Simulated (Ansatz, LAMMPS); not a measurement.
# Electronic structure of amorphous 43Bi2O3-57BaO (mol %) (99 atoms)

Aim: energy, forces, charges and density of states of amorphous 43Bi2O3-57BaO (mol %) (99 atoms) at a fixed geometry.

Main program and level: Ansatz 0.2.0; Kohn-Sham DFT, LDA, PAW (set soft_2), plane waves.

### Step 1. Set-up

The cell holds 99 atoms: 26 Bi, 17 Ba and 56 O. Its edges and angles: a = 12.417 Å, b = 12.417 Å, c = 12.417 Å, α = 90.0°, β = 90.0°, γ = 90.0°. 99 atoms (26 Gd, 17 Ba, 56 O) placed at random at 6.74 g/cm³, melted at 5000 K for 10 ps at fixed volume with the Morse and Coulomb pair potential with partial charges (Pedone, Malavasi, Menziani, Cormack and Segre, J. Phys. Chem. B 110, 11780 (2006)). Quenched from 5000 K to 300 K at 50 K/ps and fixed volume, held 5 ps, then minimised at fixed cell. Then Gd was replaced by Bi and the cell scaled by 1.02 (the potential has no terms for the new elements, so the cell is a start for a DFT relaxation).

Limits known from the start: The quench rate of 50 K/ps is many orders above laboratory rates, so the cell is likely richer in defects and strain than a real sample. The network of bonds at the start is that of the classical potential that made the cell, and needn't be the one that DFT or experiment would give. Sampling is at Γ alone, for a cell whose shortest periodic width is 12 Å. Spin–orbit coupling is left out, which matters for the levels of the heavy elements.

### Step 2. Making the structure

A classical potential supplies the starting structure, since it reaches far longer times than DFT.

This step: classical MD, Morse and Coulomb pair potential with partial charges (Pedone, Malavasi, Menziani, Cormack and Segre, J. Phys. Chem. B 110, 11780 (2006)) (LAMMPS 22 Jul 2025 - Update 4).

in.lmp reads:

```
# melt-quench of Gd26Ba17O56
units metal
atom_style charge
boundary p p p
region box block 0 12.1734 0 12.1734 0 12.1734
create_box 3 box
mass 1 157.2500   # Gd
mass 2 137.3270   # Ba
mass 3 15.9990   # O
create_atoms 1 random 26 644952 NULL overlap 1.5 maxtry 2000
create_atoms 2 random 17 644959 NULL overlap 1.5 maxtry 2000
create_atoms 3 random 56 644966 NULL overlap 1.5 maxtry 2000
pair_style hybrid/overlay pedone 5.5 coul/long 8.0
pair_coeff * * coul/long
pair_coeff 1 3 pedone 0.000132 2.013000 4.351589 3   # Gd-O
pair_coeff 2 3 pedone 0.065011 1.547596 3.393410 5   # Ba-O
pair_coeff 3 3 pedone 0.042395 1.379316 3.618701 22   # O-O
set type 1 charge 1.8
set type 2 charge 1.2
set type 3 charge -1.2
kspace_style pppm 1.0e-4
neigh_modify delay 0 every 1 check yes
thermo_style custom step time temp pe press density
thermo_modify norm yes
timestep 0.002
thermo 100
min_style cg
minimize 1e-4 1e-4 200 2000
reset_timestep 0
velocity all create 5000 644953 mom yes dist gaussian
fix lim all nve/limit 0.05
fix lan all langevin 5000 5000 0.2 644954 zero yes
thermo 500
run 1000 post no
# [... 10 lines left out ...]
thermo 1250
fix md all nvt temp 300 300 0.2
run 2500 post no
unfix md
thermo 100
min_style cg
minimize 0 1e-3 2000 20000
write_dump all custom glass.dump id type xs ys zs modify sort id
```

Started as:

```console
> lmp -in in.lmp -log none -nocite
```

The program printed:

```text
LAMMPS (22 Jul 2025 - Update 4)
Created orthogonal box = (0 0 0) to (12.1734 12.1734 12.1734)
Created 26 atoms
Created 17 atoms
Created 56 atoms
PPPM initialization ...
  G vector (1/distance) = 0.37214549
  grid = 12 12 12
  estimated relative force accuracy = 6.3383056e-05
   Step          Time           Temp          PotEng         Press         Density
         0   0              0              2.3534984      764249.19      6.7369808
        89   0.178          0             -8.6546059      25370.357      6.7369808
Loop time of 0.0464409 s on 1 MPI rank(s) for 89 steps with 99 atoms
Minimization stats:
  Stopping criterion = energy tolerance
[... 36 lines left out ...]
     55000   110            250.20368     -8.7608898     -5091.5281      6.7369808
     55500   111            286.4004      -8.761161      -6416.6534      6.7369808
Loop time of 0.793934 s on 1 MPI rank(s) for 2500 steps with 99 atoms
   Step          Time           Temp          PotEng         Press         Density
     55500   111            286.4004      -8.761161      -6416.6534      6.7369808
     55512   111.024        286.4004      -8.8001088     -16150.06       6.7369808
Loop time of 0.0210889 s on 1 MPI rank(s) for 12 steps with 99 atoms
Minimization stats:
  Stopping criterion = linesearch alpha is zero
  Energy initial, next-to-last, final =
     -8.76116101003202   -8.8001088447176   -8.8001088447176
  Force two-norm initial, final = 8.7816212 0.47048107
  Iterations, force evaluations = 12 54
```

Elapsed: 20 s, on 1 thread of Intel Xeon Platinum 8488C (Sapphire Rapids), shared host; peak memory 0.077 GiB.

### Step 3. Plane-wave single point

One self-consistent run at the given positions yields energy and forces.

input.yaml reads:

```yaml
crystal:
  lattice:
    - [12.41687, 0.0, 0.0]
    - [0.0, 12.41687, 0.0]
    - [0.0, 0.0, 12.41687]
  atoms:
    - { symbol: Bi, position: [0.71086, 0.07943, 0.12319] }
    - { symbol: Bi, position: [0.31586, 0.95478, 0.73598] }
    - { symbol: Bi, position: [0.10247, 0.43742, 0.38954] }
    - { symbol: Bi, position: [0.37651, 0.46515, 0.87605] }
    - { symbol: Bi, position: [0.1278, 0.43454, 0.69464] }
    - { symbol: Bi, position: [0.1134, 0.20661, 0.8249] }
    - { symbol: Bi, position: [0.46626, 0.72472, 0.7683] }
    - { symbol: Bi, position: [0.34606, 0.61013, 0.21464] }
    - { symbol: Bi, position: [0.42108, 0.51163, 0.58922] }
    - { symbol: Bi, position: [0.55694, 0.23921, 0.833] }
    - { symbol: Bi, position: [0.48796, 0.05354, 0.27545] }
    - { symbol: Bi, position: [0.66435, 0.821, 0.28733] }
    - { symbol: Bi, position: [0.01013, 0.7427, 0.71853] }
    - { symbol: Bi, position: [0.02999, 0.99848, 0.94439] }
    - { symbol: Bi, position: [0.68784, 0.62297, 0.8295] }
    - { symbol: Bi, position: [0.02567, 0.18755, 0.20091] }
    - { symbol: Bi, position: [0.65588, 0.4102, 0.65295] }
    - { symbol: Bi, position: [0.83799, 0.57284, 0.17188] }
    - { symbol: Bi, position: [0.37577, 0.85231, 0.47639] }
    - { symbol: Bi, position: [0.56071, 0.3149, 0.34286] }
    - { symbol: Bi, position: [0.84899, 0.09454, 0.37945] }
    - { symbol: Bi, position: [0.2064, 0.91796, 0.21554] }
    - { symbol: Bi, position: [0.89706, 0.80072, 0.04479] }
    - { symbol: Bi, position: [0.57207, 0.5746, 0.37265] }
    - { symbol: Bi, position: [0.82451, 0.36598, 0.36315] }
    - { symbol: Bi, position: [0.87166, 0.5985, 0.52022] }
    - { symbol: Ba, position: [0.41347, 0.0485, 0.98401] }
    - { symbol: Ba, position: [0.34654, 0.2979, 0.14996] }
    - { symbol: Ba, position: [0.02869, 0.73822, 0.30086] }
    - { symbol: Ba, position: [0.52313, 0.7752, 0.03177] }
    - { symbol: Ba, position: [0.58909, 0.08207, 0.55246] }
    - { symbol: Ba, position: [0.34676, 0.23102, 0.62375] }
    - { symbol: Ba, position: [0.60901, 0.44998, 0.06375] }
    - { symbol: Ba, position: [0.21174, 0.16719, 0.41518] }
    - { symbol: Ba, position: [0.19611, 0.72407, 0.95132] }
    - { symbol: Ba, position: [0.68886, 0.8104, 0.59473] }
    - { symbol: Ba, position: [0.84576, 0.25379, 0.9421] }
    - { symbol: Ba, position: [0.06214, 0.97646, 0.55373] }
    - { symbol: Ba, position: [0.9125, 0.53103, 0.88902] }
    - { symbol: Ba, position: [0.10118, 0.43633, 0.05066] }
    - { symbol: Ba, position: [0.75624, 0.99539, 0.81228] }
    - { symbol: Ba, position: [0.19911, 0.66464, 0.53542] }
    - { symbol: Ba, position: [0.89508, 0.23991, 0.62828] }
    - { symbol: O, position: [0.82065, 0.75637, 0.20794] }
    - { symbol: O, position: [0.73348, 0.98846, 0.29503] }
    - { symbol: O, position: [0.41944, 0.6585, 0.46509] }
    - { symbol: O, position: [0.7113, 0.43583, 0.83502] }
    - { symbol: O, position: [0.71628, 0.68149, 0.42567] }
    - { symbol: O, position: [0.04395, 0.04263, 0.31744] }
    - { symbol: O, position: [0.12617, 0.21935, 0.63535] }
    - { symbol: O, position: [0.25967, 0.42681, 0.542] }
    - { symbol: O, position: [0.93156, 0.51941, 0.33138] }
    - { symbol: O, position: [0.14732, 0.31663, 0.24917] }
    - { symbol: O, position: [0.63774, 0.80106, 0.81712] }
    - { symbol: O, position: [0.0646, 0.18318, 0.0212] }
    - { symbol: O, position: [0.31433, 0.06475, 0.20639] }
    - { symbol: O, position: [0.96875, 0.26003, 0.40334] }
    - { symbol: O, position: [0.44237, 0.18499, 0.40669] }
    - { symbol: O, position: [0.84699, 0.1851, 0.20164] }
    - { symbol: O, position: [0.33941, 0.59304, 0.72958] }
    - { symbol: O, position: [0.45373, 0.09799, 0.76468] }
    - { symbol: O, position: [0.97641, 0.75377, 0.53296] }
    - { symbol: O, position: [0.3038, 0.52508, 0.04608] }
    - { symbol: O, position: [0.03614, 0.50675, 0.55112] }
    - { symbol: O, position: [0.54951, 0.42706, 0.48998] }
    - { symbol: O, position: [0.52274, 0.91541, 0.39202] }
    - { symbol: O, position: [0.47912, 0.37709, 0.72139] }
    - { symbol: O, position: [0.56315, 0.95926, 0.13495] }
    - { symbol: O, position: [0.29795, 0.01491, 0.55693] }
    - { symbol: O, position: [0.07496, 0.89471, 0.09233] }
    - { symbol: O, position: [0.09156, 0.59475, 0.78724] }
    - { symbol: O, position: [0.563, 0.20268, 0.19618] }
    - { symbol: O, position: [0.6561, 0.14224, 0.95317] }
    - { symbol: O, position: [0.99561, 0.35122, 0.80473] }
    - { symbol: O, position: [0.84544, 0.98084, 0.0251] }
    - { symbol: O, position: [0.51298, 0.59597, 0.90493] }
    - { symbol: O, position: [0.21833, 0.847, 0.3841] }
    - { symbol: O, position: [0.75801, 0.64751, 0.00207] }
    [... 15 atom lines left out ...]
    - { symbol: O, position: [0.45686, 0.31755, 0.96182] }
    - { symbol: O, position: [0.87635, 0.4199, 0.08207] }
    - { symbol: O, position: [0.96898, 0.83012, 0.87278] }
    - { symbol: O, position: [0.95672, 0.09741, 0.80715] }
    - { symbol: O, position: [0.71348, 0.22652, 0.41387] }
    - { symbol: O, position: [0.37582, 0.84459, 0.87632] }
kpoints:
  mp_grid: { grid: [1, 1, 1] }
hamiltonian:
  xc: lda
scf:
  occupations: { method: fermi_dirac, width: 0.05 }
output:
  forces: true
  stress: true
  populations: intrinsic
  dos:
    method: { smearing: { sigma: 0.15 } }
    de: 0.1
    projected: { site_lists: { Ba: [Ba], Bi: [Bi], O: [O] } }
  eigenvalues: true
  write_density: true
  write_potential: true
  volumetric_format: npy
```

Started as:

```console
> ansatz run input.yaml --threads 8 --pin off --max-ram 15872MiB --backend cpu --events-out ev --progress --plain --runs-dir out
```

The program printed:

```text
Engine: ansatz 0.2.0, x86_64-unknown-linux-gnu
Pseudopotentials: kind: paw
Pseudopotential: Bi, paw, valence charge 15, recommended cutoff 420 eV (normal), Bi.paw.azcp
Pseudopotential: Ba, paw, valence charge 10, recommended cutoff 420 eV (normal), Ba.paw.azcp
Pseudopotential: O, paw, valence charge 6, recommended cutoff 420 eV (normal), O.paw.azcp
[... 3 lines on functional and potentials left out ...]
Crystal: 99 atoms, lattice volume = 1914.416 Å³
Basis set: ecut = 420 eV, 37529 PW (Γ)
Bands: 547, of which v1, the nominal top of the filled ones, is band 448 counted from 1 (447 counted from 0)
Symmetry: 1 space group operations
Space group: P1 (ITA 1), of the structure as read, at distance tolerance 1.2e-4 Å
k-points: 1
[... 10 lines on functional and potentials left out ...]
Initial density: superposition of atomic densities (neutral atoms: chi_scale 0, normalization atom), corrected by the library's trained network
Initial wavefunctions: pseudopotential atomic-orbital guess
Functional: x = slater, c = lda
SCF iter   1: F=—  HF=-443590.626438 eV  |F-HF|=—  |Δ(HF+E_count)|=         —  Δρ=1.48e-2  dr2=4.20e0  ethr=1.77e-3  ⟨swp⟩=7.0  Hψ=2381  notcnv=0  defer=54
preconditioner: auto → Resta (q_TF=auto, 2.404 Å⁻¹)  ε∞=3.6  [insulator: Δε(μ)=1.303 eV  Ē_g=15.548 eV  σ=0.050 eV  W_gap=1.00  n_scr=460 (ndim 8)  ℏωp=24.9 eV  f_vac=0.047  D(μ)=0.00/eV (n_scr^D=0)  ε∞_Penn≈3.6]
SCF iter   2: F=—  HF=-443589.862964 eV  |F-HF|=—  |Δ(HF+E_count)|=   7.63e-1  Δρ=7.30e-3  dr2=6.86e-1  ethr=4.69e-4  ⟨swp⟩=3.0  Hψ=938  notcnv=0  defer=76
SCF iter   3: F=—  HF=-443589.713788 eV  |F-HF|=—  |Δ(HF+E_count)|=   1.49e-1  Δρ=1.92e-3  dr2=5.58e-2  ethr=7.65e-5  ⟨swp⟩=2.0  Hψ=774  notcnv=0  defer=76
SCF iter   4: F=—  HF=-443589.706787 eV  |F-HF|=—  |Δ(HF+E_count)|=   7.00e-3  Δρ=1.47e-3  dr2=4.29e-2  ethr=6.22e-6  ⟨swp⟩=2.0  Hψ=727  notcnv=0  defer=76
SCF iter   5: F=—  HF=-443589.700101 eV  |F-HF|=—  |Δ(HF+E_count)|=   6.69e-3  Δρ=2.71e-4  dr2=1.44e-3  ethr=4.79e-6  ⟨swp⟩=2.0  Hψ=725  notcnv=0  defer=76
SCF iter   6: F=—  HF=-443589.700067 eV  |F-HF|=—  |Δ(HF+E_count)|=   3.37e-5  Δρ=1.64e-4  dr2=6.26e-4  ethr=1.61e-7  ⟨swp⟩=2.0  Hψ=753  notcnv=0  defer=76
SCF iter   7: F=—  HF=-443589.699996 eV  |F-HF|=—  |Δ(HF+E_count)|=   7.12e-5  Δρ=9.14e-5  dr2=1.90e-4  ethr=6.99e-8  ⟨swp⟩=2.0  Hψ=746  notcnv=0  defer=76
SCF iter   8: F=—  HF=-443589.699931 eV  |F-HF|=—  |Δ(HF+E_count)|=   6.53e-5  Δρ=2.74e-5  dr2=1.87e-5  ethr=2.12e-8  ⟨swp⟩=2.0  Hψ=725  notcnv=0  defer=76
SCF iter   9: F=—  HF=-443589.704259 eV  |F-HF|=—  |Δ(HF+E_count)|=   4.33e-3  Δρ=3.38e-5  dr2=2.36e-5  ethr=2.09e-9  ⟨swp⟩=2.0  Hψ=848  notcnv=0  defer=76
SCF iter  10: F=—  HF=-443589.704256 eV  |F-HF|=—  |Δ(HF+E_count)|=   3.29e-6  Δρ=4.73e-6  dr2=5.84e-7  ethr=2.09e-9  ⟨swp⟩=2.0  Hψ=727  notcnv=0  defer=76
SCF iter  11: F=—  HF=-443589.704256 eV  |F-HF|=—  |Δ(HF+E_count)|=   1.60e-7  Δρ=4.82e-6  dr2=4.89e-7  ethr=6.51e-11  ⟨swp⟩=2.0  Hψ=772  notcnv=0  defer=76
SCF iter  12: F=-443589.704256 eV  HF=-443589.704256 eV  |F-HF|=3.93e-8  |Δ(HF+E_count)|=   4.98e-8  Δρ=1.86e-6  dr2=7.43e-8  ethr=1.12e-11  ⟨swp⟩=15.0  Hψ=4904  notcnv=0
SCF 1 converged in 12 iterations: F = -443589.704256 eV  dr2 = 7.43e-8
  greatest PAW one-centre occupation: 0.993 electrons in one spin orbital (limit 2), on the Bi atom at site 24 (counted from 0), in its partial waves of l = 2
SCF converged after 12 iterations
Free energy (F): -443589.704256 eV
Harris-Foulkes:  -443589.704256 eV  (|F-HF|=3.93e-8)
Internal energy: -443589.704252 eV  (E = F + TS)
E sigma→0 (E₀):  -443589.704254 eV
Entropy (-TS):   -0.000004 eV (-0.000 meV/atom)
Fermi energy:    9.485664 eV
--- Per-component energies (eV) ---
  E_band       = -3442.539315
  E_kinetic    = 20364.257344
  E_local      = -71785.059013  (includes V_loc(G=0)·N_el)
  E_nonlocal   = 18575.519959
  E_hartree    = 25456.657481
  E_xc         = -10837.293222
  E_vxc        = -11320.623966  (∫ρ·V_xc dr)
  E_paw        = -363345.584021  (= ΣΔE_a)
  E_vpaw       = -10190.059422  (= ΣTr[D̂ρ^β])
  E_aug_tail   = 0.122030  (compensation charges beyond the density's cutoff)
  E_ewald      = -62028.428172
  E_core_change = 10.103363  (= ΣΔE_core)
  E_smearing   = -0.000004  (= −TS)
  E_closure    = 0.000000  (closes the sum)
  Σ components = -443589.704256   (vs F -443589.704256, Δ=0.00e0)
--- Forces (eV/Å), atoms counted from 1 ---
  atom   1  Bi     0.45918173    -0.36006910     0.26246574
  atom   2  Bi    -0.84791819    -0.27437133    -0.41257581
  atom   3  Bi     0.04724829     0.17554191    -0.06962420
  atom   4  Bi    -0.00124946    -0.44180684    -0.39551997
  atom   5  Bi     0.26328625     0.01395334     0.10722543
  atom   6  Bi     0.30515983    -0.01729262    -0.52523534
  atom   7  Bi    -0.41720064    -0.01019952    -0.68950572
  atom   8  Bi    -0.52028004    -0.16389705     0.31512324
  atom   9  Bi    -0.45265135     0.47570823    -0.03757209
  atom  10  Bi     0.06223329    -0.35460354    -0.28764489
  atom  11  Bi    -0.55616417     0.26583089    -0.33179485
  atom  12  Bi     0.66488052    -0.57383564     0.22045115
  atom  13  Bi    -0.00800214    -0.01366213     0.47796328
  atom  14  Bi     0.19537176     0.42487401     0.04224831
[...]
atom  98  O     -0.08073511    -0.72056674     0.51345615
  atom  99  O     -0.04814593     0.10717074     1.06053792
  max |Σ_I F_I| component: 6.32e-5 eV/Å
--- Stress (GPa, compression-positive) ---
       -6.125351      -0.089738       0.763777
       -0.089738      -5.321210      -0.700708
        0.763777      -0.700708      -6.358794
  P = ⅓ Tr σ = -5.9351 GPa (-59.351 kbar)
--- Band table (eV) ---
  k-point 0: bands = ["-19.0689", "-18.9587", "-18.9469", "-18.8524", [... 531 levels ...], "13.6157", "13.6444", "13.6653", "13.6923", "13.7659", "13.7854", "13.8099", "13.8478", "13.8826", "13.8974", "13.9084", "13.9415"]
--- intrinsic populations: 99 sites ---
  site symbol       q [e]
     0     Bi     13.7492
     1     Bi     13.7886
     2     Bi     13.8197
[...]
98      O      7.2062
  spilling = -0.000000 (of n_electrons = 896.000000)
```

It took 15 s on 8 threads of Intel Xeon Platinum 8488C (Sapphire Rapids), shared host; peak memory 2.9 GiB.

The column dr2 measures how far the density is from self-consistency, as an energy; F and HF (Harris–Foulkes) agree once it is small.

The run gave:

```
free energy                                      : -443589.7043 eV
free energy per atom                             : -4480.7041 eV/atom
SCF cycles                                       : 12
pressure                                         : -5.935 GPa
r.m.s. force component                           : 0.4639 eV/Å
longest force                                    : 1.473 eV/Å
Fermi energy                                     : 9.486 eV
gap (highest filled to lowest empty level) : 1.367 eV
```

Length of the force by element:

```
element  coordination  atoms  mean length of the force (eV/Å)  spread  least  most
     Ba           all     17                            0.690   0.321  0.200  1.40
     Bi           all     26                            0.643   0.223  0.195  1.12
      O           all     56                            0.811   0.303  0.063  1.47
```

Intrinsic-atomic-orbital charges by element:

| element | coordination | atoms | mean charge (e) | spread | least | most |
| --- | --- | --- | --- | --- | --- | --- |
| Ba | all | 17 | 1.73 | 0.0155 | 1.71 | 1.75 |
| Bi | all | 26 | 1.22 | 0.0389 | 1.14 | 1.30 |
| O | all | 56 | -1.09 | 0.111 | -1.36 | -0.902 |

Density of states as counts of states in windows of 1 eV (from the Fermi level), total and the larger projections:

```csv
from (eV),to (eV),total,O p,Bi p
-10,-9,7.1,0.9,0.1
-9,-7,0.0,0.0,0.0
-7,-6,4.2,2.5,1.4
-6,-5,43.4,28.0,13.3
-5,-4,60.6,43.6,13.2
-4,-3,85.1,73.4,5.8
-3,-2,97.7,90.7,1.4
-2,-1,36.9,28.8,1.3
-1,0,8.1,6.0,0.3
0,1,8.2,1.4,4.6
1,2,42.0,7.1,19.1
2,3,54.9,8.6,18.9
3,4,64.4,9.4,20.3
```

Between -26 and -10 eV lie 519 more states.

The levels nearest the highest filled one (over half full), pooled over k-points and spins:

```csv
level less the highest filled one (eV),occupation
-0.346,2
-0.309,2
-0.240,2
-0.150,2
-0.103,2
0,2
1.37,0
1.50,0
1.62,0
1.70,0
1.77,0
1.84,0
```

Valence density in the ac plane at fractional y = 0.434, with atoms of Bi and Ba and O within 0.2 Å of it. It is the smooth field of the valence electrons, not physical close to the nuclei.

Ten steps, logarithmic in the rise over the least value, from '0' (0.0 e/Å³) to '9' (7.0 e/Å³), each cell a mean:
```
23455421111233321112343311001122211
11121111113467643110111222211123321
11000012224689863100012466532123332
22111123334688853100014799852122333
32222223333355533211013688742111223
23456653211112234432123444321000112
23689975210001245543346653210000001
13699985210011244433478985310000000
13467754322223443322479986322100000
23333334665434554322357764566521001
34322236898533444445543334799742112
33322235887522223589853113688742111
23455333443210013589853112355421001
35798742111000001356532001233332111
36999852100000001122221112345543222
35788742000001233322222344345654332
12344321000013577632224687544433322
00111110000013689742125788532211111
00001100000013566531113565321111000
00111100000011233211222222111222110
12444321001111111123555421112466421
35666642112211000145666642124799742
46645653222221000246655642124688642
35666642112221111135666531012344322
```
Columns run along a (12.4 Å), rows up along c (12.4 Å). Atoms in or near the plane, at fractional coordinates: Bi at (0.10, 0.39), Bi at (0.13, 0.69), Ba at (0.61, 0.06), Ba at (0.10, 0.05), O at (0.71, 0.84), O at (0.26, 0.54), O at (0.55, 0.49), O at (0.80, 0.54), O at (0.88, 0.08).

(Continued in part 2 of 2.)

[Logs are printed without paths, hosts, clocks, repeated set-up lines and the standing remarks that a program may print on its own settings, such as how far it seeks lower states.]

[Hosts, paths, dates, database ids (printed as entryN), source tags and the programs' standing remarks are cut or masked in the printed files.]
